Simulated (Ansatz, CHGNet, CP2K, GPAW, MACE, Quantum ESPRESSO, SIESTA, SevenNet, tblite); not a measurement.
# Pt(100)/Be(0001) interface (64 atoms) in CP2K, part 2 of 2

Aim: run Pt(100)/Be(0001) interface (64 atoms) in CP2K and see how near its forces come to a plane-wave reference, and at what cost.

Program: CP2K 2026.2; the method stands at each step. Banners, paths, timers and routine set-up lines are dropped from the logs unmarked, and long logs keep their key lines alone; longer cuts are marked.

So far. Step 2 (PBE, DZVP-UZH, 600/50 Ry, diagonalisation): Forces lie 17 % from the reference's, at 6.4 times its CPU time (on 4 against 2 cores).

## 3. PBE, SZV-MOLOPT-SR, 600/50 Ry, diagonalisation

Method: Kohn-Sham DFT, PBE, GTH-PBE pseudopotentials, Gaussian and plane waves, SZV-MOLOPT-SR-GTH, diagonalisation.

Contents of input.inp:

```
&GLOBAL
  PROJECT cell
  RUN_TYPE ENERGY_FORCE
  PRINT_LEVEL LOW
&END GLOBAL
&FORCE_EVAL
  METHOD QS
  STRESS_TENSOR ANALYTICAL
  &DFT
    BASIS_SET_FILE_NAME BASIS_MOLOPT
    POTENTIAL_FILE_NAME GTH_POTENTIALS
    &MGRID
      CUTOFF 600
      REL_CUTOFF 50
      NGRIDS 5
    &END MGRID
    &QS
      EPS_DEFAULT 1.0E-12
    &END QS
    &SCF
      SCF_GUESS ATOMIC
      EPS_SCF 1.0E-06
      MAX_SCF 200
      ADDED_MOS 32
      &DIAGONALIZATION
        ALGORITHM STANDARD
      &END DIAGONALIZATION
      &SMEAR ON
        METHOD FERMI_DIRAC
        ELECTRONIC_TEMPERATURE [K] 580
      &END SMEAR
      &MIXING
        METHOD BROYDEN_MIXING
        ALPHA 0.15
        NBROYDEN 8
      &END MIXING
      &PRINT
        &RESTART OFF
        &END RESTART
      &END PRINT
    &END SCF
    &XC
      &XC_FUNCTIONAL PBE
      &END XC_FUNCTIONAL
    &END XC
    &PRINT
      &MULLIKEN ON
      &END MULLIKEN
      &HIRSHFELD ON
        SHAPE_FUNCTION DENSITY
      &END HIRSHFELD
      &MO ON
        EIGENVALUES T
        OCCUPATION_NUMBERS T
        MO_INDEX_RANGE 285 308
        &EACH
          QS_SCF 0
        &END EACH
        ADD_LAST NUMERIC
      &END MO
    &END PRINT
  &END DFT
  &SUBSYS
    &CELL
      A 7.88350 0.00000 0.00000
      B -1.97134 5.80046 0.00000
      C 0.00000 0.00000 15.50256
    &END CELL
    &COORD
      SCALED
      Pt 0.66991 0.67824 0.00058
      Pt 0.59012 0.32848 0.12542
      Pt 0.67055 0.65972 0.25555
      Pt 0.58700 0.34071 0.37278
      Pt 0.83104 0.32975 0.00026
      Pt 0.75810 0.00987 0.13028
      Pt 0.83375 0.34641 0.25430
      Pt 0.74637 0.00106 0.38661
      Pt 0.15784 0.65868 0.99470
      Pt 0.09561 0.34649 0.12471
      Pt 0.15389 0.65586 0.25066
      Pt 0.07935 0.33697 0.38311
      Pt 0.34301 0.33862 0.00111
      Pt 0.23725 0.98918 0.12315
      Pt 0.34304 0.34970 0.25494
      Pt 0.23876 0.99250 0.38500
      Pt 0.50022 0.00422 0.00463
      Pt 0.42561 0.66268 0.12930
      Pt 0.48791 0.98408 0.25776
      Pt 0.41306 0.66001 0.37805
[... 40 atom lines left out ...]
      Be 0.33716 0.48977 0.52431
      Be 0.20351 0.28644 0.63449
      Be 0.34483 0.48440 0.76004
      Be 0.20080 0.30513 0.87138
    &END COORD
    &KIND Pt
      BASIS_SET SZV-MOLOPT-SR-GTH-q18
      POTENTIAL GTH-PBE-q18
    &END KIND
    &KIND Be
      BASIS_SET SZV-MOLOPT-SR-GTH-q4
      POTENTIAL GTH-PBE-q4
    &END KIND
  &END SUBSYS
  &PRINT
    &FORCES ON
    &END FORCES
    &STRESS_TENSOR ON
    &END STRESS_TENSOR
  &END PRINT
&END FORCE_EVAL
```

On the command line:

```
$ OMP_NUM_THREADS=2 cp2k.psmp -i input.inp > output.txt
```

Numbers of over 12 decimals in the logs are rounded to 6 here.

The log of the run:

```text
CP2K| version string:                                       CP2K version 2026.2
 CP2K| Input file name                                                 input.inp
 GLOBAL| Basis set file name                                        BASIS_MOLOPT
 GLOBAL| Potential file name                                      GTH_POTENTIALS
[... lines left out ...]
 Number of electrons:                                                        592
[... lines left out ...]
  Step     Update method      Time    Convergence         Total energy    Change
[... lines left out ...]
  *** SCF run converged in    39 steps ***
[... lines left out ...]
  Fermi energy:                                                 0.662449
  Total energy:                                             -3456.663231
  Total energy (extrapolated to T->0):                      -3456.653284
[... lines left out ...]
 MO| E(Fermi):            0.662449 a.u.         18.026168 eV
[... lines left out ...]
 ENERGY| Total FORCE_EVAL ( QS ) energy [hartree]          -3456.663243
[... lines left out ...]
 FORCES|      1 -6.47059363E-03  4.14961026E-03  8.37864525E-02   8.41383234E-02
 FORCES|      2 -1.95510894E-02 -9.75308093E-03  1.08261669E-02   2.43838794E-02
 FORCES|      3 -9.19461999E-03  3.97397744E-02 -1.11351402E-02   4.22821718E-02
[...]
FORCES|     63 -2.89333447E-03 -3.17055963E-02 -3.75647226E-02   4.92414927E-02
 FORCES|     64 -2.66171332E-02 -2.28876161E-02  1.68124477E-02   3.89226560E-02
 FORCES| Sum    -4.47020764E-04  4.59157752E-05 -1.12522450E-03
 FORCES| Total atomic force                                       1.21163773E-03
 STRESS| Analytical stress tensor [bar]
 STRESS|                        x                   y                   z
 STRESS|      x        1.08451260175E+06   1.61762408589E+05  -3.69816692353E+04
 STRESS|      y        1.61762408589E+05   7.10290732371E+05   2.32787213650E+04
 STRESS|      z       -3.69816692353E+04   2.32787213650E+04   8.78190977731E+05
 STRESS| 1/3 Trace                                             8.90998103952E+05
```

Run time: 4.1 min. Hardware: 2 threads of Arm Neoverse V1, shared host; peak memory 2 GiB; 7.9 min of CPU time.

Numbers from this run, and their distance from the reference:

```yaml
r_m_s_force_component: 1.596 eV/Å
r_m_s_difference_of_force_components: 1438 meV/Å
longest_difference_of_force_vectors: 5742 meV/Å
force_difference_over_r_m_s_force: 186 %
slope_of_forces_against_the_reference_s: 0.9003
correlation_of_force_components: 0.4361
pressure: 89.1 GPa
pressure_difference: 85.06 GPa
```

This is a coarse setting, run to see what it loses.

Against the first run (17 %), the force difference from the reference is 186 %, at 0.28 times the CPU time (on 2 against 4 cores), with 320 basis functions against 824; this set comes with other potentials too, so the change isn't the basis's alone.

## 4. Side by side

Differences are against the plane-wave reference, forces as r.m.s. over components; share is that over the reference's r.m.s. force, slope the least-squares factor from reference forces to these. Total energies of different programs have different zeros and aren't compared.

```tsv
run	Δ force, r.m.s. (meV/Å)	share (%)	slope	Δ pressure (GPa)	cores	CPU time	memory (GiB)
reference	-	-	-	-	2	4.5 min	1.5
CP2K PBE, DZVP-UZH, 600/50 Ry, diagonalisation	130	16.8	0.960	-0.333	4	29 min	4.5
CP2K PBE, SZV-MOLOPT-SR, 600/50 Ry, diagonalisation (coarse)	1438	186	0.900	85.1	2	7.9 min	2.0
```

Rows marked coarse were listed beforehand as settings not expected to be converged; some can still land near the reference.

CPU time is summed over cores on a shared host, where runs went side by side, so it is rough. Symmetry, cutoffs, thresholds, outputs and thread counts weren't matched or tuned between programs; memory under MPI is the largest rank's times the ranks.

A second geometry, displaced anew (every atom was moved at random, 0.04 Å r.m.s. a Cartesian component), gives an energy difference that all programs can be tested on. The reference puts it at -14.3 meV/atom.

```tsv
run	energy less the first geometry's (meV/atom)	error (meV/atom)	force share at the second geometry (%)
CP2K PBE, DZVP-UZH, 600/50 Ry, diagonalisation	-11.05	3.25	18.9
CP2K PBE, SZV-MOLOPT-SR, 600/50 Ry, diagonalisation	-66.78	-52.5	213
```

Further runs of this program without a result: CP2K GFN1-xTB, diagonalisation (not converged).

## 5. What came out

```
nearest in forces : CP2K PBE, DZVP-UZH, 600/50 Ry, diagonalisation, 17 %
its CPU time      : 29 min
```

**Reading.** The PBE run in local orbitals, coarse settings apart, differs by 17 % (CP2K PBE, DZVP-UZH, 600/50 Ry, diagonalisation); basis, grid and potentials can all enter. Runs with settings chosen to be coarse differ by 186 % (CP2K PBE, SZV-MOLOPT-SR, 600/50 Ry, diagonalisation), their programs' other errors included. None of the electronic-structure runs in the table takes under half the reference's CPU time of 4.5 min; they take 1.8 to 6.4 times as much. In pressure, CP2K PBE, SZV-MOLOPT-SR, 600/50 Ry, diagonalisation misses by +85.1 GPa, at the same functional. The energy difference between the two geometries, -14.3 meV/atom in the reference, is met best by CP2K PBE, DZVP-UZH, 600/50 Ry, diagonalisation (+3.25) and worst by CP2K PBE, SZV-MOLOPT-SR, 600/50 Ry, diagonalisation (coarse) (-52.5). The potentials hold different valence shells: 544 electrons in the reference, 512 in CP2K with DZVP-UZH and 592 in CP2K with SZV-MOLOPT-SR; this bears on time and differences. The reference's pressure holds the uncorrected Pulay stress of its 45 Ry basis, so small pressure differences, and their order, may be the reference's own error. The cell is under 6 Å thick along one periodic direction, so every atom has periodic images of itself close by, which move with it and show among its neighbours and in g(r). The reference's stress is far from hydrostatic: its diagonal is 15.2, -0.5, -2.6 GPa, compression counted positive. The host structure and its lattice constant were typed by rule, without a check against the phase diagram. The reference's pressure of 4.0 GPa belongs to a cell and atoms that aren't relaxed at this level. The electronic-structure runs sample only Γ, in a cell whose shortest periodic width is 6 Å, which is coarse for a cell with partly filled levels. Spin–orbit coupling is left out, which matters for the levels of the heavy elements.

[Also dropped from logs without a mark: logging warnings of Python, and SIESTA's first energy breakdown and zero terms.]

[Logs are printed without paths, hosts, clocks, repeated set-up lines and the standing remarks that a program may print on its own settings, such as how far it seeks lower states.]

[Hosts, paths, dates, database ids (printed as entryN), source tags and the programs' standing remarks are cut or masked in the printed files.]
